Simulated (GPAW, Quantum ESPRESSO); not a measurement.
# Ga K-edge XANES of GaN (P6_3mc)

Do two independent programs agree on the Ga K edge of GaN (P6_3mc)? The same cell and functional are run with XSpectra and with GPAW.

Calculated with Quantum ESPRESSO 7.5; core-hole supercells, plane-wave PAW LDA (first program; GPAW 26.7.0 follows as the second).

The database entry behind the starting cell differs from later determinations by our own check (about 0.3 % short, ideal inner coordinate), so it need not match the best structure at ambient conditions.

## 1. The starting structure

It takes space group P6_3mc (No. 186, hexagonal). The conventional cell has a = 3.180 Å, b = 3.180 Å, c = 5.166 Å, α = 90.00°, β = 90.00°, γ = 120.00°. Ga has 4 N at 1.94 to 1.95 Å nearest. Nearest to N lie 4 Ga at 1.94 to 1.95 Å. Farther neighbours and most contacts between anions are not listed.

## 2. The field without a hole (Quantum ESPRESSO)

The ground state comes first: it tells whether the system has a gap, which decides how the excited electron is treated.

The PAW data sets are made with ld1.x, with reconstruction data.

Input file scf.in:

```
&control
   calculation='scf', prefix='x', pseudo_dir='../pp', outdir='tmp', tprnfor=.true.
/
&system
   ibrav=0, nat=4, ntyp=3, nbnd=22
   ecutwfc=62, ecutrho=370
   occupations='smearing', smearing='mv', degauss=0.015
/
&electrons
   conv_thr=4.0e-08, electron_maxstep=120
   mixing_beta=0.5
/
ATOMIC_SPECIES
Ga3 1.0 Ga.lda-dnl-kjpaw.UPF
Ga 1.0 Ga.lda-dnl-kjpaw.UPF
N 1.0 N.lda-n-kjpaw.UPF
CELL_PARAMETERS angstrom
  3.18000000 0.00000000 0.00000000
  -1.59000000 2.75396078 0.00000000
  0.00000000 0.00000000 5.16600000
ATOMIC_POSITIONS crystal
Ga3  0.66666667 0.33333333 0.50000000
Ga   0.33333333 0.66666667 0.00000000
N    0.66666667 0.33333333 0.87500000
N    0.33333333 0.66666667 0.37500000
K_POINTS automatic
10 10 5 0 0 0
```

Run with:

```console
OMP_NUM_THREADS=1 mpirun --oversubscribe --bind-to none -np 4 pw.x -nk 4 -in scf.in > scf.out
```

The program printed:

```text
     [... banner and references ...]
using ibrav=0 with symmetry is DISCOURAGED, use correct ibrav instead

     G-vector sticks info
     --------------------

     Using Slab Decomposition

     bravais-lattice index     =            0
     lattice parameter (alat)  =       6.0093  a.u.
     unit-cell volume          =     305.3064 (a.u.)^3
     number of atoms/cell      =            4
     number of atomic types    =            3
     number of electrons       =        36.00
     number of Kohn-Sham states=           22
     kinetic-energy cutoff     =      62.0000  Ry
     charge density cutoff     =     370.0000  Ry
     scf convergence threshold =      4.0E-08
     mixing beta               =       0.5000
     number of iterations used =            8  plain     mixing
     Exchange-correlation= SLA  PZ   NOGX NOGC
                           (   1   1   0   0   0   0   0)

     celldm(1)=   6.009329  celldm(2)=   0.000000  celldm(3)=   0.000000
     celldm(4)=   0.000000  celldm(5)=   0.000000  celldm(6)=   0.000000

     crystal axes: (cart. coord. in units of alat)
               a(1) = (   1.000000   0.000000   0.000000 )
               a(2) = (  -0.500000   0.866025   0.000000 )
               a(3) = (   0.000000   0.000000   1.624528 )

     reciprocal axes: (cart. coord. in units 2 pi/alat)
               b(1) = (  1.000000  0.577350 -0.000000 )
               b(2) = (  0.000000  1.154701  0.000000 )
               b(3) = (  0.000000 -0.000000  0.615563 )

     PseudoPot. #1 for Ga:     Pseudo is Projector augmented-wave + core cor, Zval = 13.0

     PseudoPot. #2 for Ga:     Pseudo is Projector augmented-wave + core cor, Zval = 13.0

     ../pp/N.lda-n-kjpaw.UPF
     Pseudo is Projector augmented-wave + core cor, Zval =  5.0
     Shape of augmentation charge: PSQ
     Using radial grid of 1085 points,  4 beta functions with:
                l(1) =   0
                l(2) =   0
                l(3) =   1
                l(4) =   1
     Q(r) pseudized with 0 coefficients

     atomic species   valence    mass     pseudopotential
     Ga3              13.00     1.00000     Ga( 1.00)
     Ga               13.00     1.00000     Ga( 1.00)
     N                 5.00     1.00000     N ( 1.00)

      6 Sym. Ops. (no inversion) found

   Cartesian axes

     site n.     atom                  positions (alat units)
         1        Ga3    tau(   1) = (   0.5000000   0.2886751   0.8122642  )
         2        Ga     tau(   2) = (  -0.0000000   0.5773503   0.0000000  )
         3        N      tau(   3) = (   0.5000000   0.2886751   1.4214623  )
         4        N      tau(   4) = (  -0.0000000   0.5773503   0.6091981  )

     number of k points=    58  Marzari-Vanderbilt smearing, width (Ry)=  0.0150
                       cart. coord. in units 2pi/alat
        k(    1) = (   0.0000000   0.0000000   0.0000000), wk =   0.0040000
        k(    2) = (   0.0000000   0.0000000   0.1231127), wk =   0.0080000
        k(    3) = (   0.0000000   0.0000000   0.2462253), wk =   0.0080000
        k(    4) = (   0.0000000   0.1154701   0.0000000), wk =   0.0240000
        k(    5) = (   0.0000000   0.1154701   0.1231127), wk =   0.0240000
[...]
k(   56) = (  -0.1000000  -0.5196152   0.2462253), wk =   0.0480000
        k(   57) = (  -0.2000000  -0.4618802   0.1231127), wk =   0.0480000
        k(   58) = (  -0.2000000  -0.4618802   0.2462253), wk =   0.0480000

     Dense  grid:    36731 G-vectors     FFT dimensions: (  40,  40,  60)

     Smooth grid:    20149 G-vectors     FFT dimensions: (  32,  32,  50)

     Initial potential from superposition of free atoms

     starting charge      35.9955, renormalised to      36.0000
     Starting wfcs are   26 randomized atomic wfcs
     Checking if some PAW data can be deallocated...

     per-process dynamical memory:    59.3 Mb

     Self-consistent Calculation

[...]
estimated scf accuracy    <       0.00000016 Ry

     iteration # 10     ecut=    62.00 Ry     beta= 0.50
     Davidson diagonalization with overlap
     ethr =  4.49E-10,  avg # of iterations =  2.0

     End of self-consistent calculation

          k = 0.0000 0.0000 0.0000 (  2539 PWs)   bands (ev):

    -6.4189  -5.5136  -4.0448  -4.0228  -4.0228  -3.9592  -3.9592  -3.7692
    -3.7692  -3.6658  -3.6658  -2.2834   2.2995   8.4639   8.4639   9.4774
     9.5407   9.5407  11.5217  13.7331  18.6512  19.2803

          k = 0.0000 0.0000 0.1231 (  2497 PWs)   bands (ev):

    -6.2989  -5.5523  -4.0207  -4.0207  -4.0107  -3.9689  -3.9689  -3.7555
    -3.7555  -3.6723  -3.6723  -2.7117   3.0487   8.4142   8.5618   8.5618
     9.4331   9.4331  12.3826  13.8141  18.3844  19.3341

          k = 0.0000 0.0000 0.2462 (  2508 PWs)   bands (ev):

    -6.0018  -5.7062  -4.0107  -4.0107  -3.9907  -3.9907  -3.8496  -3.7243
[...]
9.1558   9.1558  13.4621  13.8957  17.9390  18.1690

          k = 0.0000 0.1155 0.0000 (  2537 PWs)   bands (ev):

[...]
9.3751   9.4516  12.2653  14.3330  18.3137  18.6830

          k = 0.0000 0.1155 0.1231 (  2526 PWs)   bands (ev):

[...]
9.1548   9.3286  12.8583  14.4014  18.0242  18.5730

[...]
k = 0.0000-0.5774 0.0000 (  2518 PWs)   bands (ev):

[...]
k = 0.0000-0.5774 0.1231 (  2510 PWs)   bands (ev):

[...]
k = 0.0000-0.5774 0.2462 (  2496 PWs)   bands (ev):

[...]
k = 0.3000 0.5196 0.0000 (  2496 PWs)   bands (ev):

[...]
k = 0.3000 0.5196 0.1231 (  2510 PWs)   bands (ev):

[...]
k = 0.3000 0.5196 0.2462 (  2518 PWs)   bands (ev):

[...]
k = 0.0000-0.1155 0.1231 (  2526 PWs)   bands (ev):

[...]
k = 0.0000-0.1155 0.2462 (  2520 PWs)   bands (ev):

[...]
k = 0.0000-0.3464 0.2462 (  2527 PWs)   bands (ev):

[...]
k = 0.0000-0.4619 0.1231 (  2516 PWs)   bands (ev):

[...]
k = 0.0000-0.4619 0.2462 (  2511 PWs)   bands (ev):

[...]
k =-0.1000-0.2887 0.1231 (  2523 PWs)   bands (ev):

[...]
k =-0.1000-0.2887 0.2462 (  2529 PWs)   bands (ev):

[...]
k =-0.1000-0.4041 0.1231 (  2511 PWs)   bands (ev):

[...]
k =-0.1000-0.4041 0.2462 (  2518 PWs)   bands (ev):

[...]
k =-0.1000-0.5196 0.1231 (  2509 PWs)   bands (ev):

[...]
k =-0.1000-0.5196 0.2462 (  2511 PWs)   bands (ev):

[...]
7.3828   8.0440  14.0371  14.7340  17.1139  17.6033

          k =-0.2000-0.4619 0.1231 (  2509 PWs)   bands (ev):

[...]
-3.6969  -3.6898  -2.5574  -1.6920   3.3200   4.1614   5.4826   6.1234
     7.2437   7.8968  15.0858  15.9601  16.7922  17.5861

          k =-0.2000-0.4619 0.2462 (  2509 PWs)   bands (ev):

    -5.4123  -5.3698  -3.9420  -3.9272  -3.8970  -3.8454  -3.7818  -3.7670
    -3.6968  -3.6847  -2.3429  -2.0128   3.2641   3.6212   5.8879   6.5486
     7.3595   8.1077  14.9569  15.4893  17.2041  17.7083

     the Fermi energy is    10.6531 ev

!    total energy              =    -599.78641384 Ry
     total all-electron energy =     -7982.737354 Ry
     estimated scf accuracy    <          2.1E-10 Ry
     smearing contrib. (-TS)   =       0.00000000 Ry
     internal energy E=F+TS    =    -599.78641384 Ry

     The total energy is F=E-TS. E is the sum of the following terms:
     one-electron contribution =    -179.98910829 Ry
     hartree contribution      =     127.36766940 Ry
     xc contribution           =     -97.36204570 Ry
     ewald contribution        =    -234.00694848 Ry
     one-center paw contrib.   =    -215.79598077 Ry

     convergence has been achieved in  10 iterations

     Forces acting on atoms (cartesian axes, Ry/au):

     atom    1 type  1   force =     0.00000000    0.00000000   -0.00493119
     atom    2 type  2   force =     0.00000000   -0.00000000   -0.00493019
     atom    3 type  3   force =     0.00000000   -0.00000000    0.00492938
     atom    4 type  3   force =     0.00000000    0.00000000    0.00493199

     Total force =     0.009861     Total SCF correction =     0.000005

     XML data file, charge density, pseudopotentials, collected wavefunctions

=------------------------------------------------------------------------------=
   JOB DONE.
=------------------------------------------------------------------------------=
```

Run time: 14 s. Hardware: 4 MPI ranks of Arm Neoverse V1, shared host; peak memory 0.11 GiB; 55 s of CPU time.

Absorbing atoms carry a label of their own (element plus a letter or digit), as the spectrum program needs them as separate species.

The mesh shows a gap of 1.98 eV, so the hole is first treated in a charged cell, without the excited electron.

## 3. Spectrum without a core hole, Ga atom 1 (Quantum ESPRESSO)

Without a hole the spectrum is the empty density of states of the right symmetry on the absorber, weighted by matrix elements. It needs only the small cell and serves as the baseline.

The absorber has 1 N at 1.94 Å and 3 N at 1.95 Å (tetrahedral, site symmetry 3m).

Input file xspectra.in:

```
&input_xspectra
   calculation='xanes_dipole', edge='K'
   prefix='x', outdir='tmp', xiabs=1, xe0=10.5312
   xonly_plot=.false., x_save_file='xanes.sav'
   xniter=3000, xcheck_conv=20, xerror=0.005
   xcoordcrys=.false., xepsilon(1)=1, xepsilon(2)=0, xepsilon(3)=0
/
&plot
   xnepoint=413, xemin=-10, xemax=45, terminator=.true., cut_occ_states=.true.
   xgamma=0.4
/
&pseudos
   filecore='../Ga.wfc'
/
&cut_occ
   cut_desmooth=0.1, cut_stepl=0.05, cut_stepu=0.05, cut_ierror=1e-5
/
7 7 4 0 0 0
```

Run with:

```console
OMP_NUM_THREADS=1 mpirun --oversubscribe --bind-to none -np 4 xspectra.x -nk 4 -in xspectra.in > xspectra.out
```

The program printed:

```text
     [... banner and references ...]
Reading input_file

     calculation: xanes_dipole

     xepsilon  [cartesian coordinates]:   1.000000   0.000000   0.000000

     xonly_plot: FALSE
        => complete calculation: Lanczos + spectrum plot

     filecore (core-wavefunction file): ../Ga.wfc

     main plot parameters:
        cut_occ_states: TRUE
        gamma_mode:  constant
        -> using xgamma [eV]:  0.40
        xemin [eV]: -10.00
        xemax [eV]:  45.00
        xnepoint:  413
        xe0 [eV]:  10.531200 (energy zero read in input file)

[...]
x_save_file name:
     ->  xanes.sav
     x_save_file version:  2

     ... End STEP 1 ...

     ... Begin STEP 2 ...

     The spectrum is calculated using the following parameters:
        xe0 [eV]:   10.5312
        the occupied states are elimintate from the spectrum
        xemin [eV]: -10.00
        xemax [eV]:  45.00
        xnepoint:  413
        constant broadening parameter [eV]:    0.400
        Core level energy [eV]: -0.1037E+05
         (from electron binding energy of neutral atoms in X-ray data booklet)

     Cross-section successfully written in xanes.dat

     ... End STEP 2 ...

                                END JOB XSpectra
```

Elapsed: 51 s, on 4 MPI ranks; peak memory 0.08 GiB; 3.4 min of CPU time.

The core hole lives too briefly for so narrow a line (tabulated full width 1.8 eV). The run keeps xgamma small, and the tables are broadened afterwards: Lorentzian half width 0.91 eV up to 4 eV, rising linearly to 1.75 eV at 25 eV (not a setting of the program: the run's 0.4 eV curve was folded afterwards with a further Lorentzian).

The Ga K spectrum, Ga atom 1, no core hole (energy from the lowest empty level; intensity scaled to a mean of 1 over the first 20 eV; folded afterwards to Lorentzian half width 0.91 eV up to 4 eV, rising linearly to 1.75 eV at 25 eV; the points at xe0, where the cut of filled states can leave a spike, are interpolated; polarised curves are means over the symmetry-equivalent atoms):

| E (eV) | isotropic | ε ⊥ c | ε ∥ c |
| --- | --- | --- | --- |
| -2.0 | 0.07 | 0.07 | 0.07 |
| -1.5 | 0.08 | 0.08 | 0.08 |
| -1.0 | 0.09 | 0.09 | 0.09 |
| -0.5 | 0.10 | 0.10 | 0.10 |
| 0.0 | 0.12 | 0.12 | 0.12 |
| 0.5 | 0.14 | 0.14 | 0.14 |
| 1.0 | 0.18 | 0.18 | 0.17 |
| 1.5 | 0.23 | 0.24 | 0.23 |
| 2.0 | 0.32 | 0.32 | 0.30 |
| 2.5 | 0.42 | 0.43 | 0.40 |
| 3.0 | 0.52 | 0.53 | 0.49 |
| 3.5 | 0.58 | 0.60 | 0.55 |
| 4.0 | 0.61 | 0.62 | 0.59 |
| 4.5 | 0.63 | 0.62 | 0.65 |
| 5.0 | 0.69 | 0.65 | 0.77 |
| 5.5 | 0.79 | 0.72 | 0.93 |
| 6.0 | 0.88 | 0.79 | 1.05 |
| 6.5 | 0.97 | 0.88 | 1.15 |
| 7.0 | 1.13 | 1.04 | 1.32 |
| 7.5 | 1.36 | 1.29 | 1.50 |
| 8.0 | 1.54 | 1.55 | 1.51 |
| 8.5 | 1.62 | 1.73 | 1.38 |
| 9.0 | 1.61 | 1.80 | 1.23 |
| 9.5 | 1.57 | 1.79 | 1.14 |
| 10.0 | 1.54 | 1.73 | 1.14 |
| 10.5 | 1.52 | 1.65 | 1.25 |
| 11.0 | 1.51 | 1.56 | 1.39 |
| 11.5 | 1.45 | 1.45 | 1.45 |
| 12.0 | 1.33 | 1.31 | 1.37 |
| 12.5 | 1.20 | 1.18 | 1.24 |
| 13.0 | 1.10 | 1.07 | 1.14 |
| 13.5 | 1.02 | 0.99 | 1.07 |
| 14.0 | 0.96 | 0.92 | 1.02 |
| 14.5 | 0.92 | 0.87 | 1.01 |
| 15.0 | 0.90 | 0.85 | 1.02 |
| 15.5 | 0.92 | 0.85 | 1.05 |
| 16.0 | 0.96 | 0.89 | 1.11 |
| 16.5 | 1.02 | 0.93 | 1.19 |
| 17.0 | 1.07 | 0.97 | 1.26 |
| 17.5 | 1.11 | 1.01 | 1.32 |
| 18.0 | 1.16 | 1.06 | 1.36 |
| 18.5 | 1.22 | 1.12 | 1.41 |
| 19.0 | 1.27 | 1.19 | 1.42 |
| 19.5 | 1.29 | 1.24 | 1.39 |
| 20.0 | 1.28 | 1.27 | 1.31 |
| 20.5 | 1.26 | 1.28 | 1.23 |
| 21.0 | 1.26 | 1.30 | 1.17 |
| 21.5 | 1.27 | 1.34 | 1.13 |
| 22.0 | 1.28 | 1.37 | 1.10 |
| 22.5 | 1.26 | 1.35 | 1.07 |
| 23.0 | 1.21 | 1.29 | 1.03 |
| 23.5 | 1.14 | 1.21 | 0.99 |
| 24.0 | 1.08 | 1.14 | 0.97 |
| 24.5 | 1.04 | 1.08 | 0.96 |
| 25.0 | 1.02 | 1.04 | 0.98 |
| 25.5 | 1.02 | 1.02 | 1.01 |
| 26.0 | 1.02 | 1.00 | 1.05 |
| 26.5 | 1.01 | 0.98 | 1.07 |
| 27.0 | 0.99 | 0.96 | 1.05 |
| 27.5 | 0.96 | 0.94 | 1.01 |
| 28.0 | 0.94 | 0.92 | 0.97 |
| 28.5 | 0.92 | 0.91 | 0.92 |
| 29.0 | 0.90 | 0.90 | 0.89 |
| 29.5 | 0.89 | 0.90 | 0.87 |
| 30.0 | 0.88 | 0.90 | 0.85 |
| 30.5 | 0.89 | 0.90 | 0.85 |
| 31.0 | 0.89 | 0.91 | 0.86 |
| 31.5 | 0.89 | 0.91 | 0.86 |
| 32.0 | 0.88 | 0.90 | 0.84 |

Main maxima below 30 eV (height): 8.8 eV (1.62) and 19.6 eV (1.29). A K edge sees empty p states on the absorber.

## 4. Supercell without a hole, the energy reference (Quantum ESPRESSO)

The photon energy needs a difference of total energies, so the cell and mesh of the coming hole run are first run without a hole.

Input file scf.in:

```
&control
   calculation='scf', prefix='x', pseudo_dir='../pp', outdir='tmp', tprnfor=.true.
/
&system
   ibrav=0, nat=32, ntyp=2, nbnd=148
   ecutwfc=62, ecutrho=370
   occupations='fixed'
/
&electrons
   conv_thr=3.2e-07, electron_maxstep=120
   mixing_beta=0.5
/
ATOMIC_SPECIES
Ga 1.0 Ga.lda-dnl-kjpaw.UPF
N 1.0 N.lda-n-kjpaw.UPF
CELL_PARAMETERS angstrom
  -4.77000000 2.75396078 5.16600000
  4.77000000 -2.75396078 5.16600000
  3.18000000 5.50792157 -5.16600000
ATOMIC_POSITIONS crystal
Ga   0.29166667 0.45833333 0.25000000
Ga   0.79166667 0.95833333 0.25000000
Ga   0.16666667 0.83333333 0.50000000
Ga   0.66666667 0.33333333 0.50000000
Ga   0.54166667 0.70833333 0.75000000
Ga   0.04166667 0.20833333 0.75000000
Ga   0.91666667 0.58333333 0.00000000
Ga   0.41666667 0.08333333 0.00000000
Ga   0.20833333 0.04166667 0.25000000
Ga   0.70833333 0.54166667 0.25000000
Ga   0.08333333 0.41666667 0.50000000
Ga   0.58333333 0.91666667 0.50000000
Ga   0.45833333 0.29166667 0.75000000
Ga   0.95833333 0.79166667 0.75000000
Ga   0.83333333 0.16666667 0.00000000
Ga   0.33333333 0.66666667 0.00000000
N    0.47916667 0.64583333 0.25000000
N    0.97916667 0.14583333 0.25000000
N    0.35416667 0.02083333 0.50000000
N    0.85416667 0.52083333 0.50000000
N    0.72916667 0.89583333 0.75000000
N    0.22916667 0.39583333 0.75000000
N    0.10416667 0.77083333 0.00000000
N    0.60416667 0.27083333 0.00000000
N    0.39583333 0.22916667 0.25000000
N    0.89583333 0.72916667 0.25000000
N    0.27083333 0.60416667 0.50000000
N    0.77083333 0.10416667 0.50000000
N    0.64583333 0.47916667 0.75000000
N    0.14583333 0.97916667 0.75000000
N    0.02083333 0.35416667 0.00000000
N    0.52083333 0.85416667 0.00000000
K_POINTS automatic
3 3 3 0 0 0
```

Run with:

```console
OMP_NUM_THREADS=1 mpirun --oversubscribe --bind-to none -np 4 pw.x -nk 4 -in scf.in > scf.out
```

The program printed:

```text
     [... banner and references ...]
[banner, memory and clock lines left out]
Found identity + ( -0.5000 -0.5000  0.0000) symmetry
     This is a supercell, fractional translations are disabled
     using ibrav=0 with symmetry is DISCOURAGED, use correct ibrav instead

     G-vector sticks info

     bravais-lattice index     =            0
     lattice parameter (alat)  =      14.2702  a.u.
     unit-cell volume          =    2442.4510 (a.u.)^3
     number of atoms/cell      =           32
[...]
Forces acting on atoms (cartesian axes, Ry/au):

     atom    1 type  1   force =    -0.00009307   -0.00004137   -0.00487819
     atom    2 type  1   force =    -0.00006178    0.00004403   -0.00499572
     atom    3 type  1   force =     0.00000825   -0.00002523   -0.00495167
[...]
atom   31 type  2   force =     0.00001154   -0.00000666    0.00495377
     atom   32 type  2   force =     0.00002020   -0.00001166    0.00494924

     Total force =     0.028031     Total SCF correction =     0.000539

     XML data file, charge density, pseudopotentials, collected wavefunctions
[key lines of the parts left out:]
!    total energy              =   -4798.29110301 Ry
convergence has been achieved in   9 iterations
```

Elapsed: 6.2 min, on 4 MPI ranks; peak memory 0.8 GiB; 25 min of CPU time.

Reference energy: -868885.395 eV with the cores included.

[end of part 1 of 6]

[Banner, clock and machine lines of the logs are left out without a mark of their own.]

[Logs are printed without paths, hosts, clocks, repeated set-up lines and the standing remarks that a program may print on its own settings, such as how far it seeks lower states.]

[Hosts, paths, dates, database ids (printed as entryN), source tags and the programs' standing remarks are cut or masked in the printed files.]

[Lists of maxima count a maximum above −3 eV only where it reaches 4 % of the highest in the window and stands out from its surroundings by 2 % of it (1.5 % where it reaches 55 %); shoulders and weaker maxima are passed over, and of the rest the first, up to two pre-edge ones and the few strongest are named.]
